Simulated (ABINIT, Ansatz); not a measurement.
Planning a run of Ansatz 0.2.0 on Na2H6Pt (Fm-3m). The input:

```yaml
crystal:
  lattice:
    - [0.0, 3.62931595, 3.62931595]
    - [3.62931595, 0.0, 3.62931595]
    - [3.62931595, 3.62931595, 0.0]
  atoms:
    - { symbol: Na, position: [0.75, 0.75, 0.75] }
    - { symbol: Na, position: [0.25, 0.25, 0.25] }
    - { symbol: H, position: [0.77446435, 0.77446435, 0.22553565] }
    - { symbol: H, position: [0.22553565, 0.77446435, 0.22553565] }
    - { symbol: H, position: [0.77446435, 0.22553565, 0.22553565] }
    - { symbol: H, position: [0.22553565, 0.22553565, 0.77446435] }
    - { symbol: H, position: [0.77446435, 0.22553565, 0.77446435] }
    - { symbol: H, position: [0.22553565, 0.77446435, 0.77446435] }
    - { symbol: Pt, position: [0.0, 0.0, 0.0] }
kpoints:
  mp_grid: { grid: [6, 6, 6] }
hamiltonian:
  xc: lda
scf:
  occupations: { method: fixed }
dielectric: {}
```

```sh
ansatz run input.yaml --threads 1 --pin off --max-ram 1382MiB --backend cpu --events-out ev --progress --plain --runs-dir out
```

Estimate wall time and host memory on 1 thread of Arm Neoverse V1, shared host.

It took 74 s; on shared hardware allow 37 s to 2.5 min. Peak host memory was 0.62 GiB.

[Paths, hosts, dates, memory and timing lines, banners, echoed tables and standing remarks are left out of the program output.]

[Logs are printed without paths, hosts, clocks, repeated set-up lines and the standing remarks that a program may print on its own settings, such as how far it seeks lower states.]

[Runs of the session that timed out or met a known fault of the program may be left out.]

[Hosts, paths, dates, database ids (printed as entryN), source tags and the programs' standing remarks are cut or masked in the printed files.]

[G0W0 gaps are taken among the corrected bands and points alone; a level outside them can change the order at an edge.]

[Where Ansatz stands beside ABINIT at settings called matched, ABINIT's density can come from a denser mesh and the files from another edition; pairs whose starting gaps differed by over 0.03 eV were left out, so agreement reads better than it is.]
